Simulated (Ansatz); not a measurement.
# 2H-VSeTe monolayer in a perpendicular field

Aim: how the 2H-VSeTe monolayer screens a field along its normal, and what the field does to its bands. A positive field points along +c.

Calculated with Ansatz 0.2.0; plane-wave DFT, PBE-D3(BJ), Ansatz PAW (set soft_1); PAW set soft_1.

## Step 1: Set-up

The cell holds 3 atoms: 1 Te, 1 V and 1 Se. Cell: a = 3.465 Å, b = 3.465 Å, c = 38.182 Å, α = 90.0°, β = 90.0°, γ = 120.0°. Vacuum lies along c.

## Step 2: Relaxation

The starting cell is a guess, so the in-plane lattice and the atoms are relaxed first, with the slab cut off from its images along the normal.

The input, input.yaml:

```yaml
crystal:
  lattice:
    - [3.465, 0.0, 0.0]
    - [-1.7325, 3.0007780241, 0.0]
    - [0.0, 0.0, 38.1820456046]
  atoms:
    - { symbol: Te, position: [0.3333333333, 0.6666666667, 0.4530925393] }
    - { symbol: V, position: [0.0, 0.0, 0.5035363063], spin: 1.0 }
    - { symbol: Se, position: [0.3333333333, 0.6666666667, 0.5469074607] }
  periodic: [true, true, false]
magnetization:
  spin_polarized: true
kpoints:
  mp_grid: { grid: [12, 12, 1] }
hamiltonian:
  xc: pbe
  dispersion: d3bj
  pseudopotentials: { kind: paw, azcp: { folder: soft_1 } }
scf:
  occupations: { method: fermi_dirac, width: 0.05 }
  convergence: { dr2_threshold: 1.0e-09 }
relax:
  f_tol: 0.004
  max_steps: 90
  cell: {}
output:
  write_potential: true
  write_density: true
  volumetric_format: npy
```

Started as:

```sh
> ansatz run input.yaml --threads 2 --pin off --max-ram 3072MiB --backend cpu --events-out ev --progress --plain --runs-dir out
```

Numbers of over 12 decimals in the logs are rounded to 6 here.

The program printed:

```text
Warning: relax.cell: scf.convergence.dr2_threshold = 1e-9 eV is looser than the 1.62626339157e-10 eV advised for a relaxation that steers and ends on the stress (1e-10 eV for each atom of the cell: 3, times the square of relax.cell.stress_2d_tol = 0.05 N/m over 13.6 Å (the atoms' height at the walk's start and 5 Å past either face), 3.681e-2 GPa, over a crystal's default 0.05). What an SCF threshold leaves in a stress goes as its square root, and in the free energy as the threshold itself, and one threshold admits the most on a small cell: [figures from the program's tests cut] Set scf.convergence.dr2_threshold to 1.62626339157e-10 eV or tighter. [rest of the remark cut]
Engine: ansatz 0.2.0, aarch64-unknown-linux-gnu
Pseudopotentials: kind: paw
Pseudopotential: Te, paw, valence charge 16, recommended cutoff 420 eV (normal), soft_1/Te.paw.azcp
Pseudopotential: V, paw, valence charge 13, recommended cutoff 420 eV (normal), soft_1/V.paw.azcp
Pseudopotential: Se, paw, valence charge 16, recommended cutoff 420 eV (normal), soft_1/Se.paw.azcp
Functional definition: PBE
  parameter kappa = 0.804
  parameter beta = 0.066725
  exchange = pbe_x(kappa = kappa, mu = beta*pi^2/3)
  correlation = pbe_c(beta = beta)
Crystal: 3 atoms, lattice volume = 397.005 Å³
Basis set: ecut = 420 eV, 7729 PW (Γ), exchange–correlation on 48×48×512 points (8 copies of the dense FFT grid, shifted against one another)
Bands: 28, of which v1, the nominal top of the filled ones, is band 23 counted from 1 (22 counted from 0)
Symmetry: 6 space group operations
Space group: P3m1 (ITA 156), of the structure as read, at distance tolerance 7.3e-5 Å
Magnetic group: BNS 156.49 (UNI 1279), of the structure as read, at distance tolerance 7.3e-5 Å
k-points: 19 of 144 (time reversal used)
Non-local potential: Te, projectors of the file, l = 0: 2, l = 1: 2, l = 2: 2, l = 3: 1
Non-local potential: V, projectors of the file, l = 0: 3, l = 1: 2, l = 2: 3, l = 3: 1
Non-local potential: Se, projectors of the file, l = 0: 2, l = 1: 2, l = 2: 3, l = 3: 1
PAW form: soft (Blöchl's): semilocal exchange-correlation on the pseudo side does not see the compensation charge
PAW one-centre angular grid: Te, 590 points (default); XC on 64 Gauss nodes
PAW one-centre angular grid: V, 590 points (default); XC on 64 Gauss nodes
PAW one-centre angular grid: Se, 590 points (default); XC on 64 Gauss nodes
Initial density: superposition of atomic densities (neutral atoms: chi_scale 0, normalization atom)
Starting moments: Σ|m| = 1 μB on 1 of 3 sites
Initial wavefunctions: pseudopotential atomic-orbital guess
Functional: x = pbe(κ = 0.804, μ = 0.219515), c = pbe(β = 0.066725)
SCF iter   1: F=—  HF=-15364.261394 eV  |F-HF|=—  |Δ(HF+E_count)|=         —  Δρ=7.50e-3 (↑7.50e-3 ↓7.18e-3)  dr2=2.31e0  dr2_m=1.67e-2  M=0.930 μB ∫|m|=1.088 μB  β_m=0.30  ethr=3.10e-3  ⟨swp⟩=16.9  Hψ=7690  notcnv=0
Mixer restart at iter 1: flushing history
preconditioner: auto → LDOS  [metal: Δε(μ)=0.094 eV  Ē_g=7.133 eV  σ=0.050 eV  W_gap=0.43  n_scr=22 (ndim 8)  ℏωp=7.7 eV  f_vac=0.794  D(μ)=1.33/eV (n_scr^D=8)]
spin=Collinear: LDOS preconditioning applied to the charge; magnetization (m = ρ↑ − ρ↓) channel mixes plain (no charge-response kernel on spin).
SCF iter   2: F=—  HF=-15363.829061 eV  |F-HF|=—  |Δ(HF+E_count)|=   4.32e-1  Δρ=4.43e-3 (↑3.72e-3 ↓4.43e-3)  dr2=2.13e-1  dr2_m=9.61e-3  M=0.938 μB ∫|m|=1.141 μB  β_m=0.37  ethr=3.10e-3  ⟨swp⟩=3.8  Hψ=2078  notcnv=0  defer=23
SCF iter   3: F=—  HF=-15363.829292 eV  |F-HF|=—  |Δ(HF+E_count)|=         —  Δρ=2.95e-3 (↑2.16e-3 ↓2.95e-3)  dr2=4.01e-2  dr2_m=1.08e-2  M=0.988 μB ∫|m|=1.278 μB  β_m=0.37  ethr=4.74e-4  ⟨swp⟩=3.3  Hψ=1941  notcnv=0  defer=23
SCF iter   4: F=—  HF=-15363.856689 eV  |F-HF|=—  |Δ(HF+E_count)|=   2.74e-2  Δρ=1.99e-3 (↑1.70e-3 ↓1.99e-3)  dr2=1.28e-2  dr2_m=7.35e-3  M=0.995 μB ∫|m|=1.328 μB  β_m=0.68  ethr=8.92e-5  ⟨swp⟩=2.6  Hψ=1675  notcnv=0  defer=23
SCF iter   5: F=—  HF=-15363.890398 eV  |F-HF|=—  |Δ(HF+E_count)|=         —  Δρ=5.99e-4 (↑2.62e-4 ↓5.99e-4)  dr2=6.35e-3  dr2_m=2.66e-4  M=0.999 μB ∫|m|=1.434 μB  β_m=0.68  ethr=2.84e-5  ⟨swp⟩=3.4  Hψ=2589  notcnv=0  defer=23
SCF iter   6: F=—  HF=-15363.890330 eV  |F-HF|=—  |Δ(HF+E_count)|=   6.81e-5  Δρ=5.76e-4 (↑5.76e-4 ↓1.60e-4)  dr2=3.56e-3  dr2_m=2.26e-4  M=0.999 μB ∫|m|=1.452 μB  β_m=0.55  ethr=1.41e-5  ⟨swp⟩=3.0  Hψ=2130  notcnv=0  defer=23
SCF iter   7: F=—  HF=-15363.890051 eV  |F-HF|=—  |Δ(HF+E_count)|=   2.80e-4  Δρ=1.78e-4 (↑1.78e-4 ↓1.14e-4)  dr2=9.30e-5  dr2_m=7.06e-5  M=0.999 μB ∫|m|=1.455 μB  β_m=0.74  ethr=7.92e-6  ⟨swp⟩=2.9  Hψ=1833  notcnv=0  defer=22
SCF iter   8: F=—  HF=-15363.890050 eV  |F-HF|=—  |Δ(HF+E_count)|=   2.60e-7  Δρ=2.72e-5 (↑2.19e-5 ↓2.72e-5)  dr2=1.93e-5  dr2_m=7.92e-7  M=0.999 μB ∫|m|=1.461 μB  β_m=0.69  ethr=2.07e-7  ⟨swp⟩=3.6  Hψ=2147  notcnv=0  defer=22
SCF iter   9: F=—  HF=-15363.890053 eV  |F-HF|=—  |Δ(HF+E_count)|=   2.51e-6  Δρ=8.95e-6 (↑7.80e-6 ↓8.95e-6)  dr2=4.52e-6  dr2_m=7.76e-8  M=0.999 μB ∫|m|=1.462 μB  β_m=0.67  ethr=4.30e-8  ⟨swp⟩=3.7  Hψ=2196  notcnv=0  defer=22
SCF iter  10: F=—  HF=-15363.890053 eV  |F-HF|=—  |Δ(HF+E_count)|=   6.55e-7  Δρ=4.27e-6 (↑2.23e-6 ↓4.27e-6)  dr2=2.37e-7  dr2_m=1.97e-8  M=0.999 μB ∫|m|=1.462 μB  β_m=0.69  ethr=1.01e-8  ⟨swp⟩=2.9  Hψ=1642  notcnv=0  defer=22
SCF iter  11: F=—  HF=-15363.890054 eV  |F-HF|=—  |Δ(HF+E_count)|=   1.55e-7  Δρ=2.03e-6 (↑2.03e-6 ↓1.61e-6)  dr2=9.22e-8  dr2_m=7.09e-9  M=0.999 μB ∫|m|=1.463 μB  β_m=0.58  ethr=5.28e-10  ⟨swp⟩=4.1  Hψ=2349  notcnv=0  defer=22
SCF iter  12: F=—  HF=-15363.890054 eV  |F-HF|=—  |Δ(HF+E_count)|=   2.41e-8  Δρ=6.14e-7 (↑4.75e-7 ↓6.14e-7)  dr2=7.09e-9  dr2_m=6.90e-10  M=0.999 μB ∫|m|=1.463 μB  β_m=0.58  ethr=2.05e-10  ⟨swp⟩=2.8  Hψ=1493  notcnv=0  defer=22
SCF iter  13: F=—  HF=-15363.890054 eV  |F-HF|=—  |Δ(HF+E_count)|=   5.77e-9  Δρ=1.90e-7 (↑1.90e-7 ↓1.90e-7)  dr2=2.42e-10  dr2_m=9.25e-11  M=0.999 μB ∫|m|=1.463 μB  β_m=0.60  ethr=1.57e-11  ⟨swp⟩=3.8  Hψ=2079  notcnv=0  defer=22
SCF iter  14: F=-15363.890054 eV  HF=-15363.890054 eV  |F-HF|=4.18e-11  |Δ(HF+E_count)|=   1.59e-9  Δρ=8.30e-8 (↑8.30e-8 ↓6.80e-8)  dr2=4.14e-11  dr2_m=1.53e-11  M=0.999 μB ∫|m|=1.463 μB  ethr=1.00e-12  ⟨swp⟩=8.1  Hψ=7224  notcnv=0
SCF 1 converged in 14 iterations: F = -15363.890054 eV  dr2 = 4.14e-11
  greatest PAW one-centre occupation: 1.000 electrons in one spin orbital (limit 2), on the Se atom at site 2 (counted from 0), in its partial waves of l = 2
[...]
relax step   3: F+E_penalty+E_count = -15364.09008909 eV  Δ(F+E_penalty+E_count) = -4.916e-2 eV  max|allowed force component| = 8.481e-2 eV/Å  Δτ_max = 0.0771 Å  P = -0.406 N/m  Ω = 389.499 Å³  energy of the carried Pulay correction = +3.444e-4 eV  fix = [c, alpha, beta]  reactions: c -0.000 N/m  (12 SCF iters, accepted)
[...]
relax step   4: F+E_penalty+E_count = -15364.09115486 eV  Δ(F+E_penalty+E_count) = -1.066e-3 eV  max|allowed force component| = 1.452e-2 eV/Å  Δτ_max = 0.0045 Å  P = -0.078 N/m  Ω = 387.843 Å³  energy of the carried Pulay correction = +4.213e-4 eV  fix = [c, alpha, beta]  reactions: c -0.000 N/m  (10 SCF iters, accepted)
[...]
relax step   5: F+E_penalty+E_count = -15364.09121411 eV  Δ(F+E_penalty+E_count) = -5.925e-5 eV  max|allowed force component| = 6.692e-3 eV/Å  Δτ_max = 0.0004 Å  P = -0.006 N/m  Ω = 387.376 Å³  energy of the carried Pulay correction = +4.431e-4 eV  fix = [c, alpha, beta]  reactions: c -0.000 N/m  (8 SCF iters, accepted)
[...]
relax step   6: F+E_penalty+E_count = -15364.09121881 eV  Δ(F+E_penalty+E_count) = -4.702e-6 eV  max|allowed force component| = 2.138e-4 eV/Å  Δτ_max = 0.0003 Å  P = -0.000 N/m  Ω = 387.316 Å³  energy of the carried Pulay correction = +4.459e-4 eV  fix = [c, alpha, beta]  reactions: c -0.000 N/m  (5 SCF iters, accepted)
Initial wavefunctions: pseudopotential atomic-orbital guess (no wavefunctions were taken with the density)
iter 1 solved again at ethr=3.06e-7 eV; its pass at ethr=3.10e-3 eV (dr2=1.38e-4 eV) is discarded
SCF iter   1: F=—  HF=-15364.090690 eV  |F-HF|=—  |Δ(HF+E_count)|=         —  Δρ=8.74e-6 (↑8.74e-6 ↓8.23e-6)  dr2=1.02e-6  dr2_m=3.90e-9  M=0.963 μB ∫|m|=1.238 μB  β_m=0.65  ethr=3.06e-7  ⟨swp⟩=7.0  Hψ=12328  notcnv=0
preconditioner: auto → LDOS  [metal: Δε(μ)=0.084 eV  Ē_g=7.184 eV  σ=0.050 eV  W_gap=0.39  n_scr=18 (ndim 8)  ℏωp=7.8 eV  f_vac=0.804  D(μ)=0.68/eV (n_scr^D=6)]
spin=Collinear: LDOS preconditioning applied to the charge; magnetization (m = ρ↑ − ρ↓) channel mixes plain (no charge-response kernel on spin).
SCF iter   2: F=—  HF=-15364.090695 eV  |F-HF|=—  |Δ(HF+E_count)|=   4.36e-6  Δρ=3.85e-6 (↑3.66e-6 ↓3.85e-6)  dr2=2.01e-6  dr2_m=1.86e-9  M=0.963 μB ∫|m|=1.238 μB  β_m=0.30  ethr=2.28e-9  ⟨swp⟩=3.9  Hψ=2605  notcnv=0
SCF iter   3: F=—  HF=-15364.090695 eV  |F-HF|=—  |Δ(HF+E_count)|=   6.05e-8  Δρ=3.68e-6 (↑3.68e-6 ↓3.55e-6)  dr2=1.93e-7  dr2_m=5.77e-10  M=0.963 μB ∫|m|=1.238 μB  β_m=0.30  ethr=2.28e-9  ⟨swp⟩=2.6  Hψ=1411  notcnv=0
SCF iter   4: F=—  HF=-15364.090695 eV  |F-HF|=—  |Δ(HF+E_count)|=   5.25e-8  Δρ=1.68e-6 (↑1.50e-6 ↓1.68e-6)  dr2=2.18e-8  dr2_m=2.71e-10  M=0.963 μB ∫|m|=1.238 μB  β_m=0.32  ethr=4.28e-10  ⟨swp⟩=1.9  Hψ=1374  notcnv=0
SCF iter   5: F=—  HF=-15364.090695 eV  |F-HF|=—  |Δ(HF+E_count)|=   6.18e-8  Δρ=8.39e-7 (↑7.60e-7 ↓8.39e-7)  dr2=4.93e-9  dr2_m=2.22e-10  M=0.963 μB ∫|m|=1.238 μB  β_m=0.48  ethr=4.85e-11  ⟨swp⟩=2.9  Hψ=1926  notcnv=0
SCF iter   6: F=—  HF=-15364.090695 eV  |F-HF|=—  |Δ(HF+E_count)|=   5.61e-8  Δρ=4.07e-7 (↑4.07e-7 ↓2.46e-7)  dr2=8.64e-10  dr2_m=1.39e-10  M=0.963 μB ∫|m|=1.238 μB  β_m=0.52  ethr=1.10e-11  ⟨swp⟩=3.8  Hψ=2379  notcnv=0
SCF iter   7: F=—  HF=-15364.090695 eV  |F-HF|=—  |Δ(HF+E_count)|=   1.53e-8  Δρ=1.27e-7 (↑1.27e-7 ↓1.12e-7)  dr2=7.25e-11  dr2_m=2.28e-11  M=0.963 μB ∫|m|=1.238 μB  β_m=0.66  ethr=1.92e-12  ⟨swp⟩=3.2  Hψ=2207  notcnv=0
SCF iter   8: F=-15364.090695 eV  HF=-15364.090695 eV  |F-HF|=6.00e-11  |Δ(HF+E_count)|=   2.87e-9  Δρ=1.01e-7 (↑1.01e-7 ↓4.56e-8)  dr2=1.97e-10  dr2_m=3.50e-12  M=0.963 μB ∫|m|=1.238 μB  ethr=1.00e-12  ⟨swp⟩=11.8  Hψ=7837  notcnv=0
SCF 7 converged in 8 iterations: F = -15364.090695 eV  dr2 = 1.97e-10
relax step   7: F+E_penalty+E_count = -15364.09069474 eV  Δ(F+E_penalty+E_count) = +5.241e-4 eV  max|allowed force component| = 5.973e-4 eV/Å  Δτ_max = 0.0000 Å  P = +0.005 N/m  Ω = 387.316 Å³  fix = [c, alpha, beta]  reactions: c +0.000 N/m  stress off target by 4.80e-3 N/m on what of the cell is left free  SCF on the basis re-selected at this cell (its energy is not comparable with the rows above)  (8 SCF iters)
basis re-selected at this cell: Δ(F+E_penalty+E_count) = +5.241e-4 eV, ΔP = +0.005 N/m vs the last step (what re-selecting the basis moved, of the pressure what is left beyond the Pulay correction that the steps carried, after the strain that the cell walked since its last selection, with what the two solves' SCF thresholds leave and, on support functions, any second-order correction that the steps lacked; it is no m [...]
WARN: The output density's exchange-correlation potential varies sharply where the density is thin. Do not read a vacuum level from v_tot or v_xc, or from such a field of the output density. On a cell that repeats whose density bears no net charge and no dipole along the vacuum's axis use v_es (v_loc + v_h of the components); under efield.dipole_correction with no amplitude use v_es + v_field, which holds any externa [...]
SCF converged after 8 iterations
Magnetization: 0.9634 μB (22.9817 up, 22.0183 down)
Absolute magnetization: 1.2390 μB (∫|ρ↑−ρ↓|, with the PAW one-centre terms)
Spin contamination: 0.0318 ħ² per cell (⟨S²⟩ above its minimum at these occupations)
Per-site moments (μB) at R_I (Å): [(-0.054786, 1.115293), (0.852510, 1.023843), (-0.018079, 1.023843)]
Free energy (F): -15364.090695 eV
Harris-Foulkes:  -15364.090695 eV  (|F-HF|=6.00e-11)
Internal energy: -15364.084704 eV  (E = F + TS)
E sigma→0 (E₀):  -15364.087699 eV
Entropy (-TS):   -0.005991 eV (-1.997 meV/atom)
Fermi energy:    -5.037776 eV
--- Per-component energies (eV) ---
  E_band       = -1502.389049
  E_kinetic    = 580.077248
  E_local      = -146571.001415  (includes V_loc(G=0)·N_el)
  E_nonlocal   = -205.814919
  E_hartree    = 72915.523679
  E_xc         = -322.923597
  E_vxc        = -338.223240  (∫ρ·V_xc dr)
  E_paw        = -7928.029307  (= ΣΔE_a)
  E_vpaw       = -798.473259  (= ΣTr[D̂ρ^β])
  E_aug_tail   = 0.000768  (compensation charges beyond the density's cutoff)
  E_ewald      = 66169.126585
  E_disp       = -1.043747  (pairwise vdW)
  E_smearing   = -0.005991  (= −TS)
  E_closure    = 0.000000  (closes the sum)
  Σ components = -15364.090695   (vs F -15364.090695, Δ=0.00e0)
--- Forces (eV/Å), atoms counted from 1 ---
  atom   1  Te     0.00000000     0.00000000    -0.00028701
  atom   2  V      0.00000000     0.00000000    -0.00031019
  atom   3  Se     0.00000000     0.00000000     0.00059731
  max |Σ_I F_I| component: 1.13e-7 eV/Å
--- 2D stress c σ (N/m, compression-positive) ---
        0.004798      -0.000000       0.000000
       -0.000000       0.004798       0.000000
        0.000000       0.000000       0.000000
  P = ½ c Tr σ = 0.0048 N/m
--- Band table (eV; the first three rows and the last of 38) ---
  k-point 0 ↑: bands = [... 19 lower, -6.8498, -5.6181, -5.6181, -5.0767, -2.5357, -2.5357, -1.7647, -1.7647, ... 1 higher]
  k-point 1 ↑: bands = [... 19 lower, -6.8229, -5.7287, -5.6974, -5.0929, -2.8436, -2.5811, -2.3827, -1.8910, ... 1 higher]
  k-point 2 ↑: bands = [... 19 lower, -6.7791, -6.0885, -5.8562, -5.2301, -3.4443, -3.1461, -2.8580, -2.0247, ... 1 higher]
  k-point 18 ↓: bands = [... 19 lower, -8.1664, -7.9971, -6.2483, -4.3693, -3.4126, -2.9897, -2.5833, -1.6305, ... 1 higher]
  the weakly bound empty levels are not read free of the cell's end (no_gap_told)
--- Relaxed structure (6 steps of the walk, 6 accepted, 1 SCFs on fresh bases) ---
  F+E_penalty+E_count = -15364.09069474 eV   max|allowed force component| = 5.973e-4 eV/Å   (the final SCF, on the basis selected at the relaxed cell)
  cell:  # Å, volume = 387.3161 Å³
    - [3.422456, 0, 0]
    - [-1.711228, 2.963934, 0]
    - [0, 0, 38.1820456046]
  atoms:
    - { symbol: Te, position: [0.333333, 0.666667, 0.455843] }
    - { symbol: V, position: [6.7340335516065e-19, -2.848186275432406e-17, 0.504177] }
    - { symbol: Se, position: [0.333333, 0.666667, 0.543516] }
```

Elapsed: 2.2 min, on 2 threads of Arm Neoverse V2, shared host; peak memory 0.8 GiB; 4.4 min of CPU time.

Step by step:

```tsv
step	energy less that of the first step (eV)	largest force component (eV/Å)	volume (Å³)
1	0.0000	1.6098	397.01
2	-0.1509	0.8702	394.98
3	-0.2000	0.0848	389.50
4	-0.2011	0.0145	387.84
5	-0.2012	0.0067	387.38
6	-0.2012	0.0002	387.32
7*	-0.2006	0.0006	387.32
```

Relaxation steps marked * repeat the geometry before them on a plane-wave basis chosen anew for their cell, so energy and pressure can jump there.

The run keeps the 6 symmetry operations that it works with, so distortions that break them were not tested.

```tsv
cell as run	before	after	change
a (Å)	3.465	3.422	-1.2 %
b (Å)	3.465	3.422	-1.2 %
```

The atoms that moved most (Å, along periodic axes as changes of fractional coordinates times the final cell, across vacuum about the mean position):

```tsv
atom	dx	dy	dz	length
Se3	0.000	0.000	-0.129	0.129
Te1	0.000	0.000	0.105	0.105
V2	0.000	0.000	0.024	0.024
```

The relaxed structure:

```xyz
3
Lattice="3.4225 0.0000 0.0000 -1.7112 2.9639 0.0000 0.0000 0.0000 38.1820" Properties=species:S:1:pos:R:3
Te    0.0000    1.9760   17.4050
V     0.0000    0.0000   19.2505
Se    0.0000    1.9760   20.7526
```

This step gave:

```yaml
energy_at_zero_smearing: -15364.0877 eV
total_moment: 0.9634 μB
site_moments: -0.05479, 0.8525, -0.01808 μB
```

Site moment by atom:

```tsv
atom	site moment (μB)
Te1	-0.055
V2	0.853
Se3	-0.018
```

The lattice constant a goes from 3.465 to 3.422 Å.

(Continued in part 2 of 2.)

[Logs are printed without paths, hosts, clocks, repeated set-up lines and the standing remarks that a program may print on its own settings, such as how far it seeks lower states.]

[Hosts, paths, dates, database ids (printed as entryN), source tags and the programs' standing remarks are cut or masked in the printed files.]

[Maps of the electrostatic potential energy from Ansatz leave out the sawtooth potential of an applied field or a dipole correction, so their vacuum need not be flat; planar profiles and work functions include it.]
